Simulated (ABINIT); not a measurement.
An input for ABINIT 10.8.3 (WS2 (Tungstenite)):

```
acell 3*1.0 Angstrom
rprim 
  1.579000000014 0.911636075086 6.163333333296
  -1.579000000014 0.911636075086 6.163333333296
  0.000000000000 -1.823272150090 6.163333333308
ntypat 2
znucl 74 16
natom 3
typat 1 2 2
xred 
  0.000000000000 0.000000000000 0.000000000000
  0.249700000000 0.249700000000 0.249700000000
  0.419000000000 0.419000000000 0.419000000000
pp_dirpath "pseudos"
pseudos "W.upf, S.upf"
ecut 31
ngkpt 4 4 4
nshiftk 1
shiftk 0 0 0
kptopt 1
chksymbreak 0
istwfk *1
occopt 1
irdwfk 1
optdriver 4
nband 196
gwcalctyp 0
ecutsigx 31
symsigma 1
nkptgw 13
kptgw 
  0.0000000000 0.0000000000 0.0000000000
  0.2500000000 0.0000000000 0.0000000000
  0.5000000000 0.0000000000 0.0000000000
  0.2500000000 0.2500000000 0.0000000000
  0.5000000000 0.2500000000 0.0000000000
  -0.2500000000 0.2500000000 0.0000000000
  0.5000000000 0.5000000000 0.0000000000
  0.2500000000 0.2500000000 0.2500000000
  0.5000000000 0.2500000000 0.2500000000
  -0.2500000000 0.2500000000 0.2500000000
  0.5000000000 0.5000000000 0.2500000000
  -0.2500000000 0.5000000000 0.2500000000
  0.5000000000 0.5000000000 0.5000000000
bdgw 
  7 17
  7 17
  7 17
  7 17
  7 17
  7 17
  7 17
  7 17
  7 17
  7 17
  7 17
  7 17
  7 17
ecuteps 6.6
irdscr 1
ppmodel 1
indata_prefix "in"
outdata_prefix "out"
tmpdata_prefix "tmp"
```

```sh
OMP_NUM_THREADS=1 mpirun -n 4 abinit run.abi > log
```

Q: Estimate wall time and host memory on 4 MPI ranks of Arm Neoverse V2, shared host.

It took 16 min; on shared hardware allow 8 min to 32 min. Peak host memory was 5.0 GiB.

[Paths, hosts, dates, memory and timing lines, banners, echoed tables and standing remarks are left out of the program output.]

[Logs are printed without paths, hosts, clocks, repeated set-up lines and the standing remarks that a program may print on its own settings, such as how far it seeks lower states.]

[Runs of the session that timed out or met a known fault of the program may be left out.]

[Hosts, paths, dates, database ids (printed as entryN), source tags and the programs' standing remarks are cut or masked in the printed files.]

[G0W0 gaps are taken among the corrected bands and points alone; a level outside them can change the order at an edge.]

[Where Ansatz stands beside ABINIT at settings called matched, ABINIT's density can come from a denser mesh and the files from another edition; pairs whose starting gaps differed by over 0.03 eV were left out, so agreement reads better than it is.]
